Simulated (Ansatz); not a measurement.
# KScF3: relaxing a made-up structure

Starting from a made-up structure for KScF3, the aim is the relaxed cell, its shortest contacts and, where a second run follows, its electronic structure.

Main program and level: Ansatz 0.2.0; DFT, PBE, plane-wave PAW, files of the set soft_1, scalar-relativistic, no spin, cell and ions relaxed at zero pressure; PAW set soft_1, in the first sound run; inputs show where later runs differ.

## Step 1: Starting point

Symmetry: P4/mmm, No. 123, tetragonal system. Conventional cell: a = 4.166 Å, b = 4.166 Å, c = 4.714 Å, α = 90.00°, β = 90.00°, γ = 90.00°. Nearest to Sc lie 6 F at 2.08 to 2.36 Å. Nearest to K lie 12 F at 2.95 to 3.15 Å. Nearest to F lie 2 Sc at 2.08 Å and 4 K at 3.15 Å. Nearest to F lie 2 Sc at 2.36 Å and 4 K at 2.95 Å. Farther neighbours and most contacts between anions are not listed.

## Step 2: Relaxation of the guess

The guess takes its coordinates from another compound and its volume from a rule, so the cell and any free coordinates are relaxed together.

Contents of input.yaml:

```yaml
crystal:
  lattice:
    - [4.166, 0.0, 0.0]
    - [0.0, 4.166, 0.0]
    - [0.0, 0.0, 4.714]
  atoms:
    - { symbol: Sc, position: [0.0, 0.0, 0.0] }
    - { symbol: K, position: [0.5, 0.5, 0.5] }
    - { symbol: F, position: [0.5, 0.0, 0.0] }
    - { symbol: F, position: [0.0, 0.5, 0.0] }
    - { symbol: F, position: [0.0, 0.0, 0.5] }
kpoints:
  mp_grid: { grid: [7, 7, 6] }
scf:
  occupations: { method: fermi_dirac, width: 0.05 }
hamiltonian:
  xc: pbe
  pseudopotentials: { kind: paw, azcp: { folder: soft_1 } }
relax:
  f_tol: 0.015
  max_steps: 70
  cell: {}
output:
  forces: true
  stress: true
```

The run is started by

```bash
ansatz run input.yaml --threads 4 --pin off --max-ram 8192MiB --backend cpu --events-out ev --progress --plain --runs-dir out
```

Numbers of over 12 decimals in the logs are rounded to 6 here.

What it wrote:

```text
Engine: ansatz 0.2.0, aarch64-unknown-linux-gnu
Pseudopotentials: kind: paw
Pseudopotential: Sc, paw, valence charge 11, recommended cutoff 420 eV (normal), soft_1/Sc.paw.azcp
Pseudopotential: K, paw, valence charge 9, recommended cutoff 420 eV (normal), soft_1/K.paw.azcp
Pseudopotential: F, paw, valence charge 7, recommended cutoff 420 eV (normal), soft_1/F.paw.azcp
Functional definition: PBE
  parameter kappa = 0.804
  parameter beta = 0.066725
  exchange = pbe_x(kappa = kappa, mu = beta*pi^2/3)
  correlation = pbe_c(beta = beta)
Crystal: 5 atoms, lattice volume = 81.814 Å³
Basis set: ecut = 420 eV, 1607 PW (Γ), exchange–correlation on 60×60×64 points (8 copies of the dense FFT grid, shifted against one another)
Bands: 26, of which v1, the nominal top of the filled ones, is band 21 counted from 1 (20 counted from 0)
Symmetry: 16 space group operations
Space group: P4/mmm (ITA 123), of the structure as read, at distance tolerance 4.3e-5 Å
k-points: 40 of 294
Non-local potential: Sc, projectors of the file, l = 0: 3, l = 1: 2, l = 2: 3, l = 3: 1
Non-local potential: K, projectors of the file, l = 0: 3, l = 1: 2, l = 2: 2
Non-local potential: F, projectors of the file, l = 0: 2, l = 1: 2, l = 2: 1
PAW form: soft (Blöchl's): semilocal exchange-correlation on the pseudo side does not see the compensation charge
PAW one-centre angular grid: Sc, 590 points (default); XC on 64 Gauss nodes
PAW one-centre angular grid: K, 110 points (default); XC on 64 Gauss nodes
PAW one-centre angular grid: F, 110 points (default); XC on 64 Gauss nodes
Initial density: superposition of atomic densities (chi_scale 0.1, normalization cell, long waves kept (reshape's long-wave potential 0.01 eV rms))
Initial wavefunctions: pseudopotential atomic-orbital guess
Functional: x = pbe(κ = 0.804, μ = 0.219515), c = pbe(β = 0.066725)
SCF iter   1: F=—  HF=-6112.594641 eV  |F-HF|=—  |Δ(HF+E_count)|=         —  Δρ=2.02e-1  dr2=3.33e1  ethr=3.10e-3  ⟨swp⟩=6.2  Hψ=4866  notcnv=0
preconditioner: auto → Kerker (q_TF=auto, 2.432 Å⁻¹)  [metal: Δε(μ)=0.053 eV  Ē_g=11.617 eV  σ=0.050 eV  W_gap=0.26  n_scr=18 (ndim 8)  ℏωp=22.9 eV  f_vac=0.000  D(μ)=3.61/eV (n_scr^D=28)]
SCF iter   2: F=—  HF=-6107.962963 eV  |F-HF|=—  |Δ(HF+E_count)|=    4.63e0  Δρ=8.88e-2  dr2=8.94e0  ethr=3.10e-3  ⟨swp⟩=2.8  Hψ=2411  notcnv=0
SCF iter   3: F=—  HF=-6105.873491 eV  |F-HF|=—  |Δ(HF+E_count)|=    2.09e0  Δρ=3.25e-2  dr2=1.43e0  ethr=3.10e-3  ⟨swp⟩=3.7  Hψ=2670  notcnv=0
SCF iter   4: F=—  HF=-6105.492975 eV  |F-HF|=—  |Δ(HF+E_count)|=   3.81e-1  Δρ=7.96e-3  dr2=6.62e-2  ethr=3.10e-3  ⟨swp⟩=2.9  Hψ=1727  notcnv=0
SCF iter   5: F=—  HF=-6105.489224 eV  |F-HF|=—  |Δ(HF+E_count)|=   3.75e-3  Δρ=2.59e-3  dr2=6.97e-3  ethr=1.62e-4  ⟨swp⟩=2.6  Hψ=1963  notcnv=0
SCF iter   6: F=—  HF=-6105.489856 eV  |F-HF|=—  |Δ(HF+E_count)|=   6.32e-4  Δρ=1.67e-3  dr2=2.72e-3  ethr=1.70e-5  ⟨swp⟩=2.1  Hψ=1735  notcnv=0
SCF iter   7: F=—  HF=-6105.489584 eV  |F-HF|=—  |Δ(HF+E_count)|=   2.72e-4  Δρ=4.96e-4  dr2=5.67e-4  ethr=6.63e-6  ⟨swp⟩=2.0  Hψ=1334  notcnv=0
SCF iter   8: F=—  HF=-6105.489529 eV  |F-HF|=—  |Δ(HF+E_count)|=   5.55e-5  Δρ=1.93e-4  dr2=5.62e-5  ethr=1.38e-6  ⟨swp⟩=2.7  Hψ=1622  notcnv=0
SCF iter   9: F=—  HF=-6105.490133 eV  |F-HF|=—  |Δ(HF+E_count)|=   6.04e-4  Δρ=6.20e-5  dr2=5.38e-6  ethr=1.37e-7  ⟨swp⟩=2.1  Hψ=1763  notcnv=0
SCF iter  10: F=—  HF=-6105.490135 eV  |F-HF|=—  |Δ(HF+E_count)|=   2.52e-6  Δρ=3.16e-5  dr2=9.62e-7  ethr=1.31e-8  ⟨swp⟩=2.0  Hψ=1588  notcnv=0
SCF iter  11: F=—  HF=-6105.490135 eV  |F-HF|=—  |Δ(HF+E_count)|=   2.22e-8  Δρ=1.04e-5  dr2=1.01e-7  ethr=2.35e-9  ⟨swp⟩=2.0  Hψ=1434  notcnv=0
SCF iter  12: F=-6105.490135 eV  HF=-6105.490135 eV  |F-HF|=3.77e-9  |Δ(HF+E_count)|=   1.06e-8  Δρ=3.02e-6  dr2=7.93e-9  ethr=2.44e-10  ⟨swp⟩=4.0  Hψ=3291  notcnv=0
SCF 1 converged in 12 iterations: F = -6105.490135 eV  dr2 = 7.93e-9
  greatest PAW one-centre occupation: 0.998 electrons in one spin orbital (limit 2), on the Sc atom at site 0 (counted from 0), in its partial waves of l = 0
relax step   1: F+E_penalty+E_count = -6105.49013526 eV  Δ(F+E_penalty+E_count) = +0.000e0 eV  max|allowed force component| = 2.451e-28 eV/Å  Δτ_max = 0.0000 Å  P = +0.466 GPa  Ω = 81.814 Å³  (12 SCF iters, dr2 threshold 1.00e-7 eV, accepted)
Crystal: 5 atoms, lattice volume = 80.920 Å³
Basis set: ecut = 420 eV, 1571 PW (Γ), exchange–correlation on 60×60×64 points (8 copies of the dense FFT grid, shifted against one another)
Initial density: handed on by an earlier stage of this run
Initial wavefunctions: those handed on with the density
iter 1 solved again at ethr=2.24e-5 eV; its pass at ethr=3.10e-3 eV (dr2=9.20e-3 eV) is discarded
SCF iter   1: F=—  HF=-6105.570100 eV  |F-HF|=—  |Δ(HF+E_count)|=         —  Δρ=2.81e-3  dr2=9.25e-3  ethr=2.24e-5  ⟨swp⟩=1.9  Hψ=5365  notcnv=0
preconditioner: auto → LDOS  [metal: Δε(μ)=0.032 eV  Ē_g=11.407 eV  σ=0.050 eV  W_gap=0.16  n_scr=18 (ndim 8)  ℏωp=20.6 eV  f_vac=0.051  D(μ)=4.60/eV (n_scr^D=40)  β→1.0]
SCF iter   2: F=—  HF=-6105.568117 eV  |F-HF|=—  |Δ(HF+E_count)|=   1.98e-3  Δρ=1.81e-3  dr2=2.24e-3  ethr=2.24e-5  ⟨swp⟩=2.0  Hψ=1494  notcnv=0
SCF iter   3: F=—  HF=-6105.568151 eV  |F-HF|=—  |Δ(HF+E_count)|=   3.36e-5  Δρ=1.92e-3  dr2=2.04e-3  ethr=5.46e-6  ⟨swp⟩=2.0  Hψ=1687  notcnv=0
SCF iter   4: F=—  HF=-6105.567700 eV  |F-HF|=—  |Δ(HF+E_count)|=   4.50e-4  Δρ=4.25e-4  dr2=1.93e-4  ethr=4.98e-6  ⟨swp⟩=2.0  Hψ=1595  notcnv=0
SCF iter   5: F=—  HF=-6105.568122 eV  |F-HF|=—  |Δ(HF+E_count)|=   4.22e-4  Δρ=2.07e-4  dr2=3.08e-5  ethr=4.72e-7  ⟨swp⟩=2.0  Hψ=1702  notcnv=0
SCF iter   6: F=—  HF=-6105.568117 eV  |F-HF|=—  |Δ(HF+E_count)|=   4.57e-6  Δρ=7.17e-5  dr2=3.53e-6  ethr=7.52e-8  ⟨swp⟩=2.0  Hψ=1597  notcnv=0
SCF iter   7: F=-6105.568118 eV  HF=-6105.568118 eV  |F-HF|=3.08e-8  |Δ(HF+E_count)|=   7.55e-7  Δρ=2.35e-5  dr2=2.07e-7  ethr=1.22e-9  ⟨swp⟩=2.3  Hψ=3669  notcnv=0
SCF 2 converged in 7 iterations: F = -6105.568118 eV  dr2 = 2.07e-7
relax step   2: F+E_penalty+E_count = -6105.56811821 eV  Δ(F+E_penalty+E_count) = -7.798e-2 eV  max|allowed force component| = 3.432e-29 eV/Å  Δτ_max = 0.0000 Å  P = +0.281 GPa  Ω = 80.920 Å³  energy of the carried Pulay correction = +1.276e-3 eV  (7 SCF iters, dr2 threshold 5.00e-7 eV, accepted)
Crystal: 5 atoms, lattice volume = 79.401 Å³
Basis set: ecut = 420 eV, 1559 PW (Γ), exchange–correlation on 60×60×64 points (8 copies of the dense FFT grid, shifted against one another)
iter 1 solved again at ethr=5.00e-5 eV; its pass at ethr=3.10e-3 eV (dr2=2.05e-2 eV) is discarded
SCF iter   1: F=—  HF=-6105.645509 eV  |F-HF|=—  |Δ(HF+E_count)|=         —  Δρ=4.67e-3  dr2=2.08e-2  ethr=5.00e-5  ⟨swp⟩=2.0  Hψ=5384  notcnv=0
preconditioner: auto → LDOS  [metal: Δε(μ)=0.029 eV  Ē_g=11.514 eV  σ=0.050 eV  W_gap=0.14  n_scr=18 (ndim 8)  ℏωp=20.8 eV  f_vac=0.051  D(μ)=4.40/eV (n_scr^D=32)  β→1.0]
SCF iter   2: F=—  HF=-6105.641119 eV  |F-HF|=—  |Δ(HF+E_count)|=   4.39e-3  Δρ=2.55e-3  dr2=4.20e-3  ethr=5.00e-5  ⟨swp⟩=2.0  Hψ=2032  notcnv=0
SCF iter   3: F=—  HF=-6105.641329 eV  |F-HF|=—  |Δ(HF+E_count)|=   2.10e-4  Δρ=2.74e-3  dr2=3.82e-3  ethr=1.02e-5  ⟨swp⟩=2.0  Hψ=1856  notcnv=0
SCF iter   4: F=—  HF=-6105.640463 eV  |F-HF|=—  |Δ(HF+E_count)|=   8.65e-4  Δρ=5.36e-4  dr2=3.07e-4  ethr=9.31e-6  ⟨swp⟩=2.0  Hψ=1627  notcnv=0
SCF iter   5: F=—  HF=-6105.640940 eV  |F-HF|=—  |Δ(HF+E_count)|=   4.77e-4  Δρ=1.68e-4  dr2=3.21e-5  ethr=7.49e-7  ⟨swp⟩=2.1  Hψ=1744  notcnv=0
SCF iter   6: F=—  HF=-6105.640937 eV  |F-HF|=—  |Δ(HF+E_count)|=   3.11e-6  Δρ=8.30e-5  dr2=4.28e-6  ethr=7.83e-8  ⟨swp⟩=2.0  Hψ=1572  notcnv=0
SCF iter   7: F=-6105.640937 eV  HF=-6105.640937 eV  |F-HF|=1.94e-7  |Δ(HF+E_count)|=   7.42e-8  Δρ=2.87e-5  dr2=3.51e-7  ethr=1.22e-9  ⟨swp⟩=3.0  Hψ=4119  notcnv=0
SCF 3 converged in 7 iterations: F = -6105.640937 eV  dr2 = 3.51e-7
relax step   3: F+E_penalty+E_count = -6105.64093705 eV  Δ(F+E_penalty+E_count) = -7.282e-2 eV  max|allowed force component| = 7.238e-30 eV/Å  Δτ_max = 0.0000 Å  P = +0.611 GPa  Ω = 79.401 Å³  energy of the carried Pulay correction = +3.480e-3 eV  (7 SCF iters, dr2 threshold 5.00e-7 eV, accepted)
[...]
relax step   4: F+E_penalty+E_count = -6105.64152212 eV  Δ(F+E_penalty+E_count) = -5.851e-4 eV  max|allowed force component| = 1.018e-29 eV/Å  Δτ_max = 0.0000 Å  P = -0.468 GPa  Ω = 80.646 Å³  energy of the carried Pulay correction = +1.612e-3 eV  (7 SCF iters, dr2 threshold 5.00e-7 eV, accepted)
[...]
relax step   5: F+E_penalty+E_count = -6105.64325973 eV  Δ(F+E_penalty+E_count) = -1.738e-3 eV  max|allowed force component| = 3.175e-30 eV/Å  Δτ_max = 0.0000 Å  P = -0.015 GPa  Ω = 80.086 Å³  energy of the carried Pulay correction = +2.446e-3 eV  (6 SCF iters, dr2 threshold 5.00e-7 eV, accepted)
[...]
relax step   6: F+E_penalty+E_count = -6105.64824072 eV  Δ(F+E_penalty+E_count) = -4.981e-3 eV  max|allowed force component| = 6.686e-30 eV/Å  Δτ_max = 0.0000 Å  P = +0.088 GPa  Ω = 80.086 Å³  stress off target by 2.14e-1 GPa  SCF on the basis re-selected at this cell (its energy is not comparable with the rows above)  (8 SCF iters)
[...]
relax step   7: F+E_penalty+E_count = -6105.64841041 eV  Δ(F+E_penalty+E_count) = -1.697e-4 eV  max|allowed force component| = 1.526e-29 eV/Å  Δτ_max = 0.0000 Å  P = +0.009 GPa  Ω = 80.181 Å³  energy of the carried Pulay correction = -1.444e-4 eV  (6 SCF iters, dr2 threshold 1.15e-7 eV, accepted)
iter 1 solved again at ethr=2.28e-9 eV; its pass at ethr=3.10e-3 eV (dr2=9.35e-7 eV) is discarded
SCF iter   1: F=—  HF=-6105.647044 eV  |F-HF|=—  |Δ(HF+E_count)|=         —  Δρ=3.08e-5  dr2=2.49e-7  ethr=2.28e-9  ⟨swp⟩=3.5  Hψ=7960  notcnv=0
preconditioner: auto → LDOS  [metal: Δε(μ)=0.014 eV  Ē_g=11.541 eV  σ=0.050 eV  W_gap=0.07  n_scr=18 (ndim 8)  ℏωp=20.7 eV  f_vac=0.054  D(μ)=4.42/eV (n_scr^D=32)  β→1.0]
SCF iter   2: F=—  HF=-6105.648536 eV  |F-HF|=—  |Δ(HF+E_count)|=   1.49e-3  Δρ=3.72e-5  dr2=5.96e-7  ethr=6.08e-10  ⟨swp⟩=3.0  Hψ=2107  notcnv=0
SCF iter   3: F=—  HF=-6105.648536 eV  |F-HF|=—  |Δ(HF+E_count)|=   1.56e-8  Δρ=1.19e-5  dr2=3.69e-8  ethr=6.08e-10  ⟨swp⟩=2.0  Hψ=1648  notcnv=0
SCF iter   4: F=—  HF=-6105.648536 eV  |F-HF|=—  |Δ(HF+E_count)|=   5.69e-8  Δρ=7.49e-6  dr2=2.21e-8  ethr=9.00e-11  ⟨swp⟩=2.8  Hψ=1847  notcnv=0
SCF iter   5: F=—  HF=-6105.648536 eV  |F-HF|=—  |Δ(HF+E_count)|=   1.47e-8  Δρ=1.41e-6  dr2=6.50e-10  ethr=5.39e-11  ⟨swp⟩=2.0  Hψ=1809  notcnv=0
SCF iter   6: F=—  HF=-6105.648536 eV  |F-HF|=—  |Δ(HF+E_count)|=  3.76e-10  Δρ=5.95e-7  dr2=1.37e-10  ethr=1.59e-12  ⟨swp⟩=2.0  Hψ=1402  notcnv=0
SCF iter   7: F=—  HF=-6105.648536 eV  |F-HF|=—  |Δ(HF+E_count)|=  2.46e-11  Δρ=4.67e-7  dr2=9.67e-11  ethr=1.00e-12  ⟨swp⟩=4.0  Hψ=3641  notcnv=0
SCF iter   8: F=-6105.648536 eV  HF=-6105.648536 eV  |F-HF|=2.73e-12  |Δ(HF+E_count)|=  4.64e-11  Δρ=1.63e-7  dr2=1.23e-11  ethr=1.00e-12  ⟨swp⟩=2.9  Hψ=3173  notcnv=0
SCF 8 converged in 8 iterations: F = -6105.648536 eV  dr2 = 1.23e-11
relax step   8: F+E_penalty+E_count = -6105.64853563 eV  Δ(F+E_penalty+E_count) = -1.252e-4 eV  max|allowed force component| = 4.497e-30 eV/Å  Δτ_max = 0.0000 Å  P = +0.013 GPa  Ω = 80.181 Å³  stress off target by 3.34e-2 GPa  SCF on the basis re-selected at this cell (its energy is not comparable with the rows above)  (8 SCF iters)
basis re-selected at this cell: Δ(F+E_penalty+E_count) = -1.252e-4 eV, ΔP = +0.004 GPa vs the last step (what re-selecting the basis moved, of the pressure what is left beyond the Pulay correction that the steps carried, after the strain that the cell walked since its last selection, with what the two solves' SCF thresholds leave and, on support functions, any second-order correction that the steps lacked; it is no m [...]
SCF converged after 8 iterations
Free energy (F): -6105.648536 eV
Harris-Foulkes:  -6105.648536 eV  (|F-HF|=2.73e-12)
Internal energy: -6105.612826 eV  (E = F + TS)
E sigma→0 (E₀):  -6105.630681 eV
Entropy (-TS):   -0.035710 eV (-7.142 meV/atom)
Fermi energy:    9.556773 eV
--- Per-component energies (eV) ---
  E_band       = -381.569163
  E_kinetic    = 1057.487232
  E_local      = -3319.776710  (includes V_loc(G=0)·N_el)
  E_nonlocal   = 417.863305
  E_hartree    = 1226.644364
  E_xc         = -453.763837
  E_vxc        = -569.014201  (∫ρ·V_xc dr)
  E_paw        = -2388.016342  (= ΣΔE_a)
  E_vpaw       = -421.419513  (= ΣTr[D̂ρ^β])
  E_aug_tail   = 0.002057  (compensation charges beyond the density's cutoff)
  E_ewald      = -2646.052893
  E_smearing   = -0.035710  (= −TS)
  E_closure    = 0.000000  (closes the sum)
  Σ components = -6105.648536   (vs F -6105.648536, Δ=0.00e0)
--- Forces (eV/Å), atoms counted from 1 ---
  atom   1  Sc     0.00000000     0.00000000     0.00000000
  atom   2  K      0.00000000    -0.00000000     0.00000000
  atom   3  F      0.00000000     0.00000000     0.00000000
  atom   4  F     -0.00000000     0.00000000     0.00000000
  atom   5  F     -0.00000000     0.00000000     0.00000000
  max |Σ_I F_I| component: 9.07e-30 eV/Å
--- Stress (GPa, compression-positive) ---
        0.033418      -0.000000       0.000000
       -0.000000       0.033418      -0.000000
        0.000000      -0.000000      -0.027998
  P = ⅓ Tr σ = 0.0129 GPa (0.129 kbar)
--- Relaxed structure (6 steps of the walk, 6 accepted, 2 SCFs on fresh bases) ---
  F+E_penalty+E_count = -6105.64853563 eV   max|allowed force component| = 4.497e-30 eV/Å   (the final SCF, on the basis selected at the relaxed cell)
  cell:  # Å, volume = 80.1812 Å³
    - [4.310287, 0, 0]
    - [0, 4.310287, 0]
    - [0, 0, 4.315788]
  atoms:
    - { symbol: Sc, position: [0, 0, 0] }
    - { symbol: K, position: [0.5, 0.5, 0.5] }
    - { symbol: F, position: [0.5, 0, 0] }
    - { symbol: F, position: [0, 0.5, 0] }
    - { symbol: F, position: [0, 0, 0.5] }
```

The job ended after 11 s (4 threads of Arm Neoverse V1, shared host; peak memory 0.43 GiB).

This run has no spin polarisation although its electron count is odd.

The steps of the relaxation:

```csv
step,energy less that of the first step (eV),largest force component (eV/Å),pressure (GPa),volume (Å³)
1,0.0000,0.0000,0.47,81.81
2,-0.0780,0.0000,0.28,80.92
3,-0.1508,0.0000,0.61,79.40
4,-0.1514,0.0000,-0.47,80.65
5,-0.1531,0.0000,-0.01,80.09
6*,-0.1581,0.0000,0.09,80.09
7,-0.1583,0.0000,0.01,80.18
8*,-0.1584,0.0000,0.01,80.18
```

Relaxation steps marked * repeat the geometry before them on a plane-wave basis chosen anew for their cell, so energy and pressure can jump there.

Forces are held to the 16 operations that the run works with; a distortion that breaks them can't arise in this run.

```csv
"conventional cell, symmetrised",before,after,change
a (Å),4.166,4.312,+3.5 %
b (Å),4.166,4.312,+3.5 %
c (Å),4.714,4.312,-8.5 %
volume (Å³/atom),16.36,16.04,-2.0 %
```

Numbers from this step:

* free energy: -6105.6485 eV
* energy at zero smearing: -6105.6307 eV
* smearing term TS: 0.03571 eV
* Fermi energy: 9.557 eV
* electrons: 41
* symmetry operations: 16
* pressure: 0.01295 GPa

Shortest distances by pair of elements, guess and relaxed (not always the same contact):

```csv
pair,guess (Å),relaxed (Å)
F–Sc,2.083,2.155
F–K,2.946,3.048
F–F,2.946,3.048
K–Sc,3.773,3.734
Sc–Sc,4.166,4.310
```

The relaxation ends with a pressure of 0.01 GPa.

(Continued in part 2 of 2.)

[Logs are printed without paths, hosts, clocks, repeated set-up lines and the standing remarks that a program may print on its own settings, such as how far it seeks lower states.]

[Hosts, paths, dates, database ids (printed as entryN), source tags and the programs' standing remarks are cut or masked in the printed files.]
